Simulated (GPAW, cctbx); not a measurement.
## Cs3I2Br: what bonding does to one electron reflection, worked out

Cs3I2Br, P-3m1 (no. 164), a = 5.4438 Å, b = 5.4438 Å, c = 13.4291 Å, α = 90.00°, β = 90.00°, γ = 120.00°.

| atom | mult. | x | y | z |
| --- | --- | --- | --- | --- |
| Cs1 | 2 | 2/3 | 1/3 | 0.8476 |
| Cs2 | 1 | 0 | 0 | 1/2 |
| I1 | 2 | 2/3 | 1/3 | 0.3265 |
| Br1 | 1 | 0 | 0 | 0 |

The start was made by putting kin elements into a known structure type; the compound need not exist, or be stable, in this form.

A DFT run (GPAW, PBE, 450 eV, 4×4×2 k-points (along the axes of the calculation cell), Fermi–Dirac width 0.05 eV) gives the static X-ray structure factor of 1 0 -2 as 270.269 e for the conventional cell; superposed free atoms give 269.557 e. **Problem.** Find the Fourier component V of the crystal potential and the two-beam extinction distance at 80 kV in both cases.

## 1. Geometry

The cell volume is Ω = 344.65 Å³ and d(1 0 -2) = 3.8584 Å, so g = 1/d = 0.2592 Å⁻¹.

## 2. The nuclei

Electrons feel nuclei as well as electrons, so the nuclear charges are summed with the same phases.

Phase sums Σ exp(2πi h·x), turned so that the total is real and positive: Cs +2.968, I +1.993, Br +1.000. Then F_Z = 55 × (+2.968) + 53 × (+1.993) + 35 × (+1.000) = 303.84 e. The electron term has the same sign for this reflection.

## 3. Mott–Bethe

Poisson's equation, term by term, gives V = (e/4πε₀)(F_Z − F)/(πΩg²), with e/4πε₀ = 14.3996 V Å.

The prefactor is 14.3996 × 3.8584²/(π × 344.65) = 0.19799 V per electron. Free atoms: (303.84 − 269.557) × 0.19799 = 6.787 V. Crystal: (303.84 − 270.269) × 0.19799 = 6.646 V. F changes by +0.26 % and V by -2.1 %: the same 0.71 e is measured against F_Z − F = 34.3 e in place of F = 269.6 e.

## 4. Extinction distance

In the two-beam case ξ = 1/(λU) with U = 2γm₀eV/h², that is ξ = 150.41 V Å²/(γλV).

At 80 kV, λ = 0.04176 Å and γ = 1.1566. Free atoms: ξ = 459 Å. Crystal: ξ = 469 Å. The thickness fringes go as sin²(πt/ξ), so the two patterns slip by a quarter of a period when t|1/ξ₁ − 1/ξ₀| = 1/4, at t ≈ 552 nm. Thermal motion, absorption and many-beam coupling, left out here, change a real pattern.

## 5. Answer

V(1 0 -2) is 6.65 V against 6.79 V, and ξ is 469 against 459 Å. Limits: static atoms, two beams.
